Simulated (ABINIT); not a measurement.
# A GW chain in ABINIT: CdS (Greenockite)

Wanted: ground state, empty states, screening and self-energy for CdS (Greenockite).

Method: PBE and many-body steps on it, plane waves, in ABINIT 10.8.3.

## (1) The structure

It takes space group P6_3mc (No. 186, hexagonal). The conventional cell has a = 4.137 Å, b = 4.137 Å, c = 6.714 Å, α = 90.00°, β = 90.00°, γ = 120.00°. Cd has 4 S at 2.52 to 2.53 Å nearest. Nearest to S lie 4 Cd at 2.52 to 2.53 Å. Farther neighbours and most contacts between anions are not listed.

Coordinates:

```cif
data_structure
_symmetry_space_group_name_H-M 'P 1'
_symmetry_Int_Tables_number 1
_cell_length_a 4.1370
_cell_length_b 4.1370
_cell_length_c 6.7144
_cell_angle_alpha 90.000
_cell_angle_beta 90.000
_cell_angle_gamma 120.000
_cell_volume 99.52
loop_
_atom_site_label
_atom_site_type_symbol
_atom_site_fract_x
_atom_site_fract_y
_atom_site_fract_z
_atom_site_occupancy
Cd1 Cd 0.66667 0.33333 0.00000 1
Cd2 Cd 0.33333 0.66667 0.50000 1
S3 S 0.66667 0.33333 0.37500 1
S4 S 0.33333 0.66667 0.87500 1
```

The cell and positions come from the Crystallography Open Database and are kept as given unless a step says otherwise.

## (2) Ground state

This step: ABINIT 10.8.3; DFT, PBE, plane waves, norm-conserving pseudopotentials.

The ground-state density comes first.

run.abi reads:

```
acell 3*1.0 Angstrom
rprim 
  4.137000000025 -0.000000000006 0.000000000000
  -2.068500000008 3.582747095481 0.000000000000
  0.000000000000 0.000000000000 6.714400000000
ntypat 2
znucl 48 16
natom 4
typat 1 1 2 2
xred 
  0.666666666667 0.333333333333 0.000000000000
  0.333333333333 0.666666666667 0.500000000000
  0.666666666667 0.333333333333 0.375000000000
  0.333333333333 0.666666666667 0.875000000000
pp_dirpath "pseudos"
pseudos "Cd.upf, S.upf"
ecut 47
ngkpt 3 3 4
nshiftk 1
shiftk 0 0 0
kptopt 1
chksymbreak 0
nband 32
occopt 1
tolvrs 1e-08
nstep 60
prtwf 0
optforces 0
optstress 0
indata_prefix "in"
outdata_prefix "out"
tmpdata_prefix "tmp"
```

The run is started by

```console
> OMP_NUM_THREADS=1 mpirun -n 4 abinit run.abi > log
```

Numbers of over 12 decimals in the logs are rounded to 6 here.

The log of the run:

```text
.Version 10.8.3 of ABINIT. v10.8.2 released Aug 2026.

 Symmetries : space group P6_3 m c (#186); Bravais hP (primitive hexag.)
================================================================================
 Values of the parameters that define the memory need of the present run
     intxc =       0    ionmov =       0      iscf =       7    lmnmax =       6
     lnmax =       6     mgfft =      80  mpssoang =       3    mqgrid =    3916
     natom =       4  nloc_mem =       1    nspden =       1   nspinor =       1
    nsppol =       1      nsym =      12    n1xccc =    2501    ntypat =       2
    occopt =       1   xclevel =       2
-    mband =          32        mffmem =           1         mkmem =           3
       mpw =       10374          nfft =      200000          nkpt =           9
================================================================================
  Rough estimation (10% accuracy) of disk space for files :
================================================================================

--------------------------------------------------------------------------------
------------- Echo of variables that govern the present computation ------------
--------------------------------------------------------------------------------
 -outvars: echo values of preprocessed input variables --------
            acell      1.8897261259E+00  1.8897261259E+00  1.8897261259E+00 Bohr

      chksymbreak           0
             ecut      4.70000000E+01 Hartree
-          fftalg         312

              ixc     -101130
              kpt      0.00000000E+00  0.00000000E+00  0.00000000E+00
                       3.33333333E-01  0.00000000E+00  0.00000000E+00
                       3.33333333E-01  3.33333333E-01  0.00000000E+00
                       0.00000000E+00  0.00000000E+00  2.50000000E-01
                       3.33333333E-01  0.00000000E+00  2.50000000E-01
                       3.33333333E-01  3.33333333E-01  2.50000000E-01
                       0.00000000E+00  0.00000000E+00  5.00000000E-01
                       3.33333333E-01  0.00000000E+00  5.00000000E-01
                       3.33333333E-01  3.33333333E-01  5.00000000E-01
         kptrlatt        3    0    0      0    3    0      0    0    4
          kptrlen      2.34533909E+01
P           mkmem           3
            natom           4
            nband          32
            ngfft          50      50      80
             nkpt           9
            nstep          60
             nsym          12
           ntypat           2
              occ      2.000000  2.000000  2.000000  2.000000  2.000000  2.000000
                       2.000000  2.000000  2.000000  2.000000  2.000000  2.000000
                       2.000000  2.000000  2.000000  2.000000  2.000000  2.000000
                       2.000000  2.000000  2.000000  2.000000  2.000000  2.000000
                       2.000000  2.000000  0.000000  0.000000  0.000000  0.000000
                       0.000000  0.000000
        optforces           0
        optstress           0
            prtwf           0
            rprim      4.1370000000E+00 -6.0000000000E-12  0.0000000000E+00
                      -2.0685000000E+00  3.5827470955E+00  0.0000000000E+00
                       0.0000000000E+00  0.0000000000E+00  6.7144000000E+00
          spgroup         186

           tolvrs      1.00000000E-08

             xred      6.6666666667E-01  3.3333333333E-01  0.0000000000E+00
[...]
znucl       48.00000   16.00000

================================================================================

 chkinp: Checking input parameters for consistency.

================================================================================
== DATASET  1 ==================================================================
-   mpi_nproc: 4, omp_nthreads: 1 (-1 if OMP is not activated)

--- !DatasetInfo
iteration_state: {dtset: 1, }
dimensions: {natom: 4, nkpt: 9, mband: 32, nsppol: 1, nspinor: 1, nspden: 1, mpw: 10374, }
cutoff_energies: {ecut:  47.0, pawecutdg:  -1.0, }
electrons: {nelect:   5.20000000E+01, charge:   0.00000000E+00, occopt:   1.00000000E+00, tsmear:   1.00000000E-02, }

 Real(R)+Recip(G) space primitive vectors, cartesian coordinates (Bohr,Bohr^-1):
 R(1)=  7.8177970  0.0000000  0.0000000  G(1)=  0.1279133  0.0738508  0.0000000
 R(2)= -3.9088985  6.7704108  0.0000000  G(2)=  0.0000000  0.1477015  0.0000000
 R(3)=  0.0000000  0.0000000 12.6883771  G(3)=  0.0000000  0.0000000  0.0788123
 Unit cell volume ucvol=  6.7159196E+02 bohr^3
 Angles (23,13,12)=  9.00000000E+01  9.00000000E+01  1.20000000E+02 degrees

 getcut: wavevector=  0.0000  0.0000  0.0000  ngfft=  50  50  80
         ecut(hartree)=     47.000   => boxcut(ratio)=   2.04301

--- Pseudopotential description ------------------------------------------------
- Cd Generated using ONCVPSP code by D. R. Hamann
- 48.00000  20.00000  171031                  znucl, zion, pspdat
12 -101130 2 -1 1368                          pspcod,pspxc,lmax,lloc,mmax
     nproj     2     2     2
  pspatm : epsatm=   23.16453630
         --- l  ekb(1:nproj) -->
[...]
pspatm: atomic psp has been read  and splines computed

- S Generated using ONCVPSP code by D. R. Hamann
- 16.00000   6.00000  171031                  znucl, zion, pspdat
12 -101130 2 -1 1146                          pspcod,pspxc,lmax,lloc,mmax
     nproj     2     2     2
  pspatm : epsatm=    9.01821529
         --- l  ekb(1:nproj) -->
[...]
pspatm: atomic psp has been read  and splines computed

   3.34700617E+03                                ecore*ucvol(ha*bohr**3)
--------------------------------------------------------------------------------

_setup2: Arith. and geom. avg. npw (full set) are   10335.861   10335.834

================================================================================

--- !BeginCycle
iteration_state: {dtset: 1, }
solver: {iscf: 7, nstep: 60, nline: 4, wfoptalg: 0, }
tolerances: {tolvrs: 1.00E-08, }

     iter   Etot(hartree)      deltaE(h)  residm     vres2
 ETOT  1  -367.19799258597    -3.672E+02 1.953E+00 1.409E+04
 ETOT  2  -369.80851661036    -2.611E+00 6.762E-02 2.293E+04
 ETOT  3  -372.46323085201    -2.655E+00 1.941E-02 3.045E+03
 ETOT  4  -372.70050882150    -2.373E-01 3.199E-02 1.102E+03
 ETOT  5  -372.81012524264    -1.096E-01 4.070E-02 1.635E+02
 ETOT  6  -372.82991111300    -1.979E-02 6.591E-03 4.015E-01
 ETOT  7  -372.82960327128     3.078E-04 1.171E-03 3.381E+00
 ETOT  8  -372.83003215256    -4.289E-04 1.643E-03 4.482E-02
 ETOT  9  -372.83003457667    -2.424E-06 4.348E-04 2.807E-02
 ETOT 10  -372.83003832963    -3.753E-06 3.601E-04 3.297E-05
 ETOT 11  -372.83003833812    -8.499E-09 1.437E-04 5.941E-07
 ETOT 12  -372.83003833824    -1.200E-10 9.242E-05 4.755E-08
 ETOT 13  -372.83003833824     4.377E-12 5.838E-05 3.506E-09

 At SCF step   13       vres2   =  3.51E-09 < tolvrs=  1.00E-08 =>converged.

--- !ResultsGS
iteration_state: {dtset: 1, }
comment   : Summary of ground state results
lattice_vectors:
- [  7.8177970,  -0.0000000,   0.0000000, ]
- [ -3.9088985,   6.7704108,   0.0000000, ]
- [  0.0000000,   0.0000000,  12.6883771, ]
lattice_lengths: [   7.81780,    7.81780,   12.68838, ]
lattice_angles: [ 90.000,  90.000, 120.000, ] # degrees, (23, 13, 12)
lattice_volume:   6.7159196E+02
convergence: {deltae:  4.377E-12, res2:  3.506E-09, residm:  5.838E-05, diffor:  0.000E+00, }
etotal    :  -3.72830038E+02
entropy   :   0.00000000E+00
fermie    :   1.60565230E-01
cartesian_stress_tensor: null
pressure_GPa: null
xred      :
- [  6.6667E-01,   3.3333E-01,   0.0000E+00, Cd]
- [  3.3333E-01,   6.6667E-01,   5.0000E-01, Cd]
- [  6.6667E-01,   3.3333E-01,   3.7500E-01,  S]
- [  3.3333E-01,   6.6667E-01,   8.7500E-01,  S]
cartesian_forces: null
force_length_stats: {min: null, max: null, mean: null, }

 Integrated electronic density in atomic spheres:
 ------------------------------------------------
 Atom  Sphere_radius  Integrated_density
[...]
4        2.00000          3.92166339
================================================================================

 ----iterations are completed or convergence reached----

 Mean square residual over all n,k,spin=   63.677E-08; max=  58.384E-06
 reduced coordinates (array xred) for    4 atoms
       0.666666666667      0.333333333333      0.000000000000
       0.333333333333      0.666666666667      0.500000000000
       0.666666666667      0.333333333333      0.375000000000
       0.333333333333      0.666666666667      0.875000000000
 rms dE/dt=  0.0000E+00; max dE/dt=  0.0000E+00; dE/dt below (all hartree)
    1       0.000000000000      0.000000000000      0.000000000000
    2       0.000000000000      0.000000000000      0.000000000000
    3       0.000000000000      0.000000000000      0.000000000000
    4       0.000000000000      0.000000000000      0.000000000000

 cartesian coordinates (angstrom) at end:
    1      2.068500     1.194249     0.000000
    2      3e-12     2.388498     3.357200
    3      2.068500     1.194249     2.517900
    4      3e-12     2.388498     5.875100
 length scales=  1.889726125908  1.889726125908  1.889726125908 bohr
              =  1.000000000000  1.000000000000  1.000000000000 angstroms
 prteigrs : about to open file out_EIG
 Fermi (or HOMO) energy (hartree) =   0.16057   Average Vxc (hartree)=  -0.34259
 Eigenvalues (hartree) for nkpt=   9  k points:
 kpt#   1, nband= 32, wtk=  0.02778, kpt=  0.0000  0.0000  0.0000 (reduced coord)
  -3.56532   -3.56532   -2.13456   -2.13454   -2.13443   -2.13443   -2.13443   -2.13443
  -0.29322   -0.27715   -0.12388   -0.12293   -0.12293   -0.11972   -0.11972   -0.10812
  -0.10812   -0.10475   -0.10475   -0.09209   -0.00119    0.13221    0.13221    0.15866
   0.16057    0.16057    0.20460    0.26256    0.39705    0.39705    0.40922    0.43793
 prteigrs : prtvol=0 or 1, do not print more k-points.

--- !EnergyTerms
iteration_state     : {dtset: 1, }
comment             : Components of total free energy in Hartree
kinetic             :  1.30825456377855E+02
hartree             :  1.30688402895007E+02
xc                  : -5.48549440984619E+01
Ewald energy        : -1.98435159911346E+02
psp_core            :  4.98369007657193E+00
local_psp           : -3.97528008349814E+02
non_local_psp       :  1.14905246719468E+01
total_energy        : -3.72830038338240E+02
total_energy_eV     : -1.01452221773257E+04
band_energy         : -4.21538920729171E+01

== END DATASET(S) ==============================================================
================================================================================

 -outvars: echo values of variables after computation  --------
           etotal     -3.7283003834E+02
            nband          32
             nkpt           9
          spgroup         186
 [... the other variables as echoed above ...]

 Calculation completed.
```

Run time: 54 s. Hardware: 4 MPI ranks of Arm Neoverse V1, shared host; peak memory 0.52 GiB; 3.6 min of CPU time.

This step gave:

```
total energy               : -10145.2222 eV
gap                        : 1.198 eV
k of the valence top       : 0, 0, 0
k of the conduction bottom : 0, 0, 0
least direct gap           : 1.198 eV
```

The gap is direct, at Γ.

(Part 1 of 3 ends here.)

[Paths, hosts, dates, memory and timing lines, banners, echoed tables and standing remarks are left out of the program output.]

[Logs are printed without paths, hosts, clocks, repeated set-up lines and the standing remarks that a program may print on its own settings, such as how far it seeks lower states.]

[Runs of the session that timed out or met a known fault of the program may be left out.]

[No measured gap is set beside runs whose start may be inverted or whose files or cutoffs have a known fault.]

[Hosts, paths, dates, database ids (printed as entryN), source tags and the programs' standing remarks are cut or masked in the printed files.]

[G0W0 gaps are taken among the corrected bands and points alone; a level outside them can change the order at an edge.]

[Where Ansatz stands beside ABINIT at settings called matched, ABINIT's density can come from a denser mesh and the files from another edition; pairs whose starting gaps differed by over 0.03 eV were left out, so agreement reads better than it is.]
